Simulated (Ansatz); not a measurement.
**A failed many-body run on Sn2S3 (Ottemannite)**

A first try at the G0W0 gap of Sn2S3 (Ottemannite), what the program said, and an input that works.

Program: Ansatz 0.2.0. Level of theory: G0W0 on r2SCAN, plane waves, PAW. Results are calculated unless marked as measured.

## 1. The structure

The structure is orthorhombic, space group Pnma (No. 62). Conventional cell: a = 8.878 Å, b = 3.751 Å, c = 14.020 Å, α = 90.00°, β = 90.00°, γ = 90.00°. Nearest to Sn lie 6 S at 2.50 to 2.60 Å. Nearest to Sn lie 4 S at 2.65 to 3.14 Å. S has 4 Sn at 2.57 to 3.14 Å nearest. S has 3 Sn at 2.56 to 2.77 Å nearest. S has 3 Sn at 2.50 to 2.65 Å nearest. Farther neighbours and most contacts between anions are not listed.

The cell and positions come from the Crystallography Open Database and are kept as given unless a step says otherwise. The default PAW set here is soft_2. Its files were made with PBE.

## 2. First try

Contents of input.yaml:

```yaml
crystal:
  lattice:
    - [8.878, 0.0, 0.0]
    - [0.0, 3.751, 0.0]
    - [0.0, 0.0, 14.02]
  atoms:
    - { symbol: Sn, position: [0.16494, 0.25, 0.05195] }
    - { symbol: Sn, position: [0.33506, 0.75, 0.55195] }
    - { symbol: Sn, position: [0.66494, 0.25, 0.44805] }
    - { symbol: Sn, position: [0.83506, 0.75, 0.94805] }
    - { symbol: Sn, position: [0.48509, 0.75, 0.16936] }
    - { symbol: Sn, position: [0.01491, 0.25, 0.66936] }
    - { symbol: Sn, position: [0.98509, 0.75, 0.33064] }
    - { symbol: Sn, position: [0.51491, 0.25, 0.83064] }
    - { symbol: S, position: [0.98047, 0.75, 0.1064] }
    - { symbol: S, position: [0.51953, 0.25, 0.6064] }
    - { symbol: S, position: [0.48047, 0.75, 0.3936] }
    - { symbol: S, position: [0.01953, 0.25, 0.8936] }
    - { symbol: S, position: [0.33879, 0.75, 0.99524] }
    - { symbol: S, position: [0.16121, 0.25, 0.49524] }
    - { symbol: S, position: [0.83879, 0.75, 0.50476] }
    - { symbol: S, position: [0.66121, 0.25, 0.00476] }
    - { symbol: S, position: [0.28631, 0.25, 0.21246] }
    - { symbol: S, position: [0.21369, 0.75, 0.71246] }
    - { symbol: S, position: [0.78631, 0.25, 0.28754] }
    - { symbol: S, position: [0.71369, 0.75, 0.78754] }
kpoints:
  mp_grid: { grid: [1, 1, 1] }
hamiltonian:
  xc: r2scan
scf:
  occupations: { method: fixed }
gw:
  n_empty_bands: 758
  ecut_chi: 80
  qp_bands: [v4, c4]
  qp_kpoints: band_edges
  screening: { model: contour_deformation }
```

Launch:

```sh
$ ansatz run input.yaml --threads 24 --pin off --max-ram 82944MiB --backend cuda --events-out ev --progress --plain --runs-dir out --devices 1 --max-vram 78GiB
```

Numbers of over 12 decimals in the logs are rounded to 6 here.

What it wrote:

```text
GPUs: using 1 of 1 available (devices: 1).
Engine: ansatz 0.2.0, aarch64-unknown-linux-gnu
Pseudopotentials: kind: paw
Pseudopotential: Sn, paw, valence charge 14, recommended cutoff 500 eV (meta_gga), Sn.paw.azcp
Pseudopotential: S, paw, valence charge 6, recommended cutoff 500 eV (meta_gga), S.paw.azcp
Functional definition: r2SCAN
  parameter k0 = 0.174
  parameter k1 = 0.065
  parameter a1 = 4.9479
  exchange = r2scan_x(k0 = k0, k1 = k1, a1 = a1)
  correlation = r2scan_c
device memory: the entry about to start is reckoned to put 2.8 GiB on a device that reports 169.3 GiB free (of which the cap on the GPU budget leaves the run 78.0 GiB)
GPU FFT provider: cuFFT
GPU libraries: cuBLAS 13.8.1, cuFFT 12.4.0, cuSOLVER 12.3.2
GPU matrix products: emulated (plane waves: as basis.precision tells), large ones in fixed point in workspaces of 1.00 GiB
Crystal: 20 atoms, lattice volume = 466.885 Å³
Basis set: ecut = 500 eV, 11863 PW (Γ), exchange–correlation on 288×120×432 points (64 copies of the dense FFT grid, shifted against one another)
Bands: 112, of which v1, the nominal top of the filled ones, is band 92 counted from 1 (91 counted from 0)
Symmetry: 8 space group operations
Space group: Pnma (ITA 62), of the structure as read, at distance tolerance 7.8e-5 Å
k-points: 1
Non-local potential: Sn, projectors of the file, l = 0: 2, l = 1: 2, l = 2: 2, l = 3: 2
Non-local potential: S, projectors of the file, l = 0: 2, l = 1: 2, l = 2: 2
PAW form: soft (Blöchl's): semilocal exchange-correlation on the pseudo side does not see the compensation charge
PAW frozen core: Sn, regenerated for the run's functional (the file was generated under x = pbe(κ = 0.804, μ = 0.219515), c = pbe(β = 0.066725))
PAW frozen core: S, regenerated for the run's functional (the file was generated under x = pbe(κ = 0.804, μ = 0.219515), c = pbe(β = 0.066725))
PAW one-centre angular grid: Sn, 590 points (default); XC on 249 of its mesh's 2787 points in the sphere
PAW one-centre angular grid: S, 302 points (default); XC on 160 Gauss nodes
Initial density: superposition of atomic densities (neutral atoms: chi_scale 0, normalization atom), corrected by the library's trained network
Initial wavefunctions: pseudopotential atomic-orbital guess
GPU buffer pool allocated for 233280 grid points (all kernels)
GPU transforms: local potential: pruned to the plane-wave sphere, on 72×25×108; band sums: pruned to the plane-wave sphere, on 72×30×108
Functional: x = r2scan, c = r2scan; τ floored in thin density (d = 2e-4 eV/Å³)
SCF iter   1: F=—  HF=-59165.255148 eV  |F-HF|=—  |Δ(HF+E_count)|=         —  Δρ=2.43e-2  dr2=2.81e0  dr2_τ=2.58e-1  ethr=1.77e-3  ⟨swp⟩=4.0  Hψ=377  notcnv=0  defer=17
preconditioner: auto → Resta (q_TF=auto, 2.336 Å⁻¹)  ε∞=3.1  [insulator: Δε(μ)=1.191 eV  Ē_g=16.237 eV  n_scr=110 (ndim 8)  ℏωp=23.3 eV  f_vac=0.007  ε∞_Penn≈3.1]
SCF iter   2: F=—  HF=-59165.357339 eV  |F-HF|=—  |Δ(HF+E_count)|=   1.02e-1  Δρ=1.24e-2  dr2=5.65e-1  dr2_τ=1.35e-2  ethr=1.53e-3  ⟨swp⟩=3.0  Hψ=181  notcnv=0  defer=17
SCF iter   3: F=—  HF=-59165.420103 eV  |F-HF|=—  |Δ(HF+E_count)|=   6.28e-2  Δρ=2.83e-3  dr2=3.84e-2  dr2_τ=2.09e-3  ethr=3.07e-4  ⟨swp⟩=2.0  Hψ=125  notcnv=0  defer=18
SCF iter   4: F=—  HF=-59165.434261 eV  |F-HF|=—  |Δ(HF+E_count)|=   1.42e-2  Δρ=6.69e-4  dr2=3.46e-3  dr2_τ=1.49e-4  ethr=2.09e-5  ⟨swp⟩=3.0  Hψ=149  notcnv=0  defer=18
SCF iter   5: F=—  HF=-59165.435153 eV  |F-HF|=—  |Δ(HF+E_count)|=   8.92e-4  Δρ=2.35e-4  dr2=5.44e-4  dr2_τ=2.71e-5  ethr=1.88e-6  ⟨swp⟩=2.0  Hψ=140  notcnv=0  defer=18
SCF iter   6: F=—  HF=-59165.435205 eV  |F-HF|=—  |Δ(HF+E_count)|=   5.22e-5  Δρ=9.06e-5  dr2=1.09e-4  dr2_τ=5.35e-6  ethr=2.95e-7  ⟨swp⟩=2.0  Hψ=139  notcnv=0  defer=17
SCF iter   7: F=—  HF=-59165.435196 eV  |F-HF|=—  |Δ(HF+E_count)|=   8.34e-6  Δρ=2.15e-5  dr2=2.17e-6  dr2_τ=8.80e-8  ethr=5.91e-8  ⟨swp⟩=2.0  Hψ=131  notcnv=0  defer=16
[...]
NSCF: frozen V_eff on 1 k-points
device memory: the entry about to start is reckoned to put 1.1 GiB on a device that reports 151.7 GiB free (of which the cap on the GPU budget leaves the run 78.0 GiB)
NSCF: frozen V_eff on 1 k-points
device memory: the entry about to start is reckoned to put 1.1 GiB on a device that reports 151.4 GiB free (of which the cap on the GPU budget leaves the run 78.0 GiB)
NSCF: frozen V_eff on 1 k-points
device memory: the entry about to start is reckoned to put 1.1 GiB on a device that reports 151.4 GiB free (of which the cap on the GPU budget leaves the run 78.0 GiB)
NSCF: frozen V_eff on 1 k-points
device memory: the entry about to start is reckoned to put 1.1 GiB on a device that reports 151.4 GiB free (of which the cap on the GPU budget leaves the run 78.0 GiB)
NSCF: frozen V_eff on 1 k-points
device memory: the entry about to start is reckoned to put 1.1 GiB on a device that reports 151.4 GiB free (of which the cap on the GPU budget leaves the run 78.0 GiB)
NSCF: frozen V_eff on 1 k-points
device memory: the entry about to start is reckoned to put 1.1 GiB on a device that reports 151.4 GiB free (of which the cap on the GPU budget leaves the run 78.0 GiB)
NSCF: frozen V_eff on 1 k-points
device memory: the entry about to start is reckoned to put 1.1 GiB on a device that reports 151.4 GiB free (of which the cap on the GPU budget leaves the run 78.0 GiB)
NSCF: frozen V_eff on 1 k-points
device memory: the entry about to start is reckoned to put 1.1 GiB on a device that reports 151.5 GiB free (of which the cap on the GPU budget leaves the run 78.0 GiB)
NSCF: frozen V_eff on 1 k-points
device memory: the entry about to start is reckoned to put 1.1 GiB on a device that reports 151.5 GiB free (of which the cap on the GPU budget leaves the run 78.0 GiB)
NSCF: frozen V_eff on 1 k-points
device memory: the entry about to start is reckoned to put 1.1 GiB on a device that reports 151.5 GiB free (of which the cap on the GPU budget leaves the run 78.0 GiB)
NSCF: frozen V_eff on 1 k-points
device memory: the entry about to start is reckoned to put 1.1 GiB on a device that reports 151.5 GiB free (of which the cap on the GPU budget leaves the run 78.0 GiB)
NSCF: frozen V_eff on 1 k-points
SCF converged after 9 iterations
Free energy (F): -59165.435198 eV
Harris-Foulkes:  -59165.435198 eV  (|F-HF|=1.01e-9)
Internal energy: -59165.435198 eV  (E = F + TS)
E sigma→0 (E₀):  -59165.435198 eV
Fermi energy:    7.731084 eV
--- Per-component energies (eV) ---
  E_band       = -969.581104
  E_kinetic    = 2816.302050
  E_local      = -10451.498989  (includes V_loc(G=0)·N_el)
  E_nonlocal   = 87.052569
  E_hartree    = 5722.520661
  E_xc         = -4100.768962
  E_vxc        = -1970.612699  (∫ρ·V_xc dr)
  E_paw        = -40607.914290  (= ΣΔE_a)
  E_vpaw       = -3000.088880  (= ΣTr[D̂ρ^β])
  E_aug_tail   = 0.000009  (compensation charges beyond the density's cutoff)
  E_vtau       = 104.221376  (kinetic-family band-sum trace: ∫τ·v_τ [+ j·A + Jᵃ·Aᵃ] dr)
  E_ewald      = -12635.693603
  E_core_change = 4.565358  (= ΣΔE_core)
  E_smearing   = -0.000000  (= −TS)
  E_closure    = -0.000000  (closes the sum)
  Σ components = -59165.435198   (vs F -59165.435198, Δ=0.00e0)
--- Band table (eV) ---
  k-point 0: bands = [... 88 lower, 6.5314, 6.9002, 7.5901, 7.7311, 8.8107, 8.9713, 9.1014, 9.4151, ... 16 higher]
--- G₀W₀: contour deformation, 7 samples at zero and on the imaginary axis and 1 off it, 1 q-point, 758 empty bands' worth ---
  eigenvalues of the whole cell's RPA ε∞ on this k-mesh (on a slab, of 1 + 4πα/V) = 8.2823, 10.8018, 14.7821; static W/v taken at q = 0 is -0.003551
  gw.qp_kpoints: band_edges: 1 of 1 stored k-point solved, in 1 pass; an edge of the gap read off the rows below is read off those points alone
    ik  band        ε_KS         Σx   Σc(E_QP)       V_xc       Z   E_QP_lin       E_QP  E_QP is
     0    89      6.5314   -17.5332     2.2841   -15.2766  0.7750     6.5591     6.5589  root
     0    90      6.9002   -16.1329     1.2766   -14.9236  0.7718     6.9674     6.9676  root
     0    91      7.5901   -16.0738     1.2345   -14.8003  0.7936     7.5511     7.5511  root
     0    92      7.7311   -17.1944     1.4599   -15.7246  0.7926     7.7212     7.7212  root
     0    93      8.8107   -10.3289    -3.3618   -13.9389  0.7950     9.0586     9.0589  root
     0    94      8.9713   -10.4670    -3.6204   -14.3693  0.7921     9.2532     9.2533  root
     0    95      9.1014   -11.0529    -3.6475   -15.0014  0.7940     9.4022     9.4024  root
     0    96      9.4151   -10.4011    -3.8935   -14.5984  0.7799     9.7200     9.7189  root
```

Elapsed: 3.8 s, on 1 × NVIDIA GB200 (shared by 2 runs) with 24 threads of Arm Neoverse V2, shared host; peak memory 2.5 GiB.

Reading the cycles: dr2 is the Hartree energy of the density residual (eV), the measure of convergence; HF is the Harris–Foulkes estimate of the energy, which meets the free energy F at convergence.

**What went wrong?**

The run ended normally, though the input holds a fault or crude settings.

The fault: G0W0 on a mesh far too coarse. So few points can't sample the density or the screening, and the band edges may lie elsewhere in the zone.

It printed a gap of 1.34 eV, which is an artefact of the settings.

## 3. A better input

Now the one-shot GW correction: screening in the RPA, then the self-energy of the levels asked for.

Changes to input.yaml since step 2:

```diff
@@ -27,3 +27,3 @@
 kpoints:
-  mp_grid: { grid: [1, 1, 1] }
+  mp_grid: { grid: [2, 4, 2] }
 hamiltonian:
@@ -33,4 +33,4 @@
 gw:
-  n_empty_bands: 758
-  ecut_chi: 80
+  n_empty_bands: 420
+  ecut_chi: 54
   qp_bands: [v4, c4]
```

What it wrote:

```text
GPUs: using 1 of 1 available (devices: 1).
[...]
Crystal: 20 atoms, lattice volume = 466.885 Å³
Basis set: ecut = 500 eV, 11863 PW (Γ), exchange–correlation on 288×120×432 points (64 copies of the dense FFT grid, shifted against one another)
Bands: 112, of which v1, the nominal top of the filled ones, is band 92 counted from 1 (91 counted from 0)
[... 1 set-up line as in the run before ...]
[...]
k-points: 12 of 16
[...]
SCF iter   1: F=—  HF=-59188.377575 eV  |F-HF|=—  |Δ(HF+E_count)|=         —  Δρ=6.36e-3  dr2=1.87e-1  dr2_τ=8.42e-2  ethr=1.77e-3  ⟨swp⟩=4.8  Hψ=4482  notcnv=0  defer=205
[...]
SCF iter   8: F=-59188.536831 eV  HF=-59188.536831 eV  |F-HF|=4.84e-9  |Δ(HF+E_count)|=   1.01e-7  Δρ=1.90e-6  dr2=2.87e-8  dr2_τ=2.03e-9  ethr=5.43e-11  ⟨swp⟩=13.2  Hψ=6618  notcnv=0
SCF 1 converged in 8 iterations: F = -59188.536831 eV  dr2 = 2.87e-8
[...]
NSCF: frozen V_eff on 12 k-points
[...]
G₀W₀ screening: q 1/12
[...]
SCF converged after 8 iterations
[...]
3    96      9.5518   -11.2285    -3.3275   -15.2791  0.7680    10.2906    10.2748  root
     4    89      6.0375   -17.4901     2.3604   -15.1840  0.7465     6.0916     6.0917  root
     4    90      6.0375   -17.4901     2.3604   -15.1840  0.7465     6.0916     6.0917  root
     4    91      6.5616   -16.3561     1.6485   -14.6931  0.7642     6.5471     6.5471  root
     4    92      6.5616   -16.3561     1.6485   -14.6931  0.7642     6.5471     6.5471  root
     4    93      8.8003   -10.9679    -3.0477   -14.6798  0.7774     9.4720     9.4644  root
     4    94      8.8003   -10.9679    -3.0477   -14.6798  0.7774     9.4720     9.4644  root
     4    95      9.0055   -10.7786    -3.1019   -14.5373  0.7730     9.6694     9.6622  root
[...]
11    93      8.8984   -10.9025    -3.0474   -14.6132  0.7780     9.5709     9.5618  root
    11    94      8.8984   -10.9025    -3.0474   -14.6132  0.7780     9.5709     9.5618  root
    11    95      8.8984   -10.9025    -3.0474   -14.6132  0.7780     9.5709     9.5618  root
    11    96      8.8984   -10.9025    -3.0474   -14.6132  0.7780     9.5709     9.5618  root
```

Elapsed: 21 s, on 1 × NVIDIA GB200 (shared by 2 runs) with 24 threads; peak memory 5.1 GiB.

This step gave:

```
bands summed                                 : 512
RPA ε∞ on this mesh (eigenvalues)            : 8.264, 8.282, 8.516
plane waves in the screening matrix          : 423
q-points in the mesh                         : 16
G0W0 gap on the mesh                         : 1.392 eV
k of the valence top                         : 0, 0, 0
k of the conduction bottom                   : 0, 0, -0.5
starting gap on the mesh                     : 0.8819 eV
Z at the valence top                         : 0.7678
Z at the conduction bottom                   : 0.7838
least direct G0W0 gap on the computed points : 1.415 eV
```

The gap on the mesh goes from 0.88 eV to 1.39 eV, a correction of +0.51 eV, though a band edge has moved to another state.

## 4. Results

* first try: converged after 3.8 s
* better run: G0W0 gap on the mesh 1.39 eV (2×4×2 mesh, 420 empty bands, screening to 54 eV)

In words: The second run differs in: mesh, empty bands and screening cutoff (eV). Bands and cutoff are finite, so the gap is not at the basis limit. The miss can reach some tenths of an eV and take either sign; the mesh is an error of its own. The 2×4×2 mesh is coarse for this cell (its supercell is 15 Å along the shortest edge). The RPA ε∞ on it, from the r2SCAN start, is 8.26, 8.28 and 8.52; such meshes misread the long-range screening, most where the gap is narrow. The many-body steps are scalar-relativistic: spin-orbit coupling is not in them.

[Paths, hosts, dates, memory and timing lines, banners, echoed tables and standing remarks are left out of the program output.]

[Logs are printed without paths, hosts, clocks, repeated set-up lines and the standing remarks that a program may print on its own settings, such as how far it seeks lower states.]

[Runs of the session that timed out or met a known fault of the program may be left out.]

[Cells called generated may have been cut or substituted from an entry of the Crystallography Open Database or the Materials Project.]

[Hosts, paths, dates, database ids (printed as entryN), source tags and the programs' standing remarks are cut or masked in the printed files.]
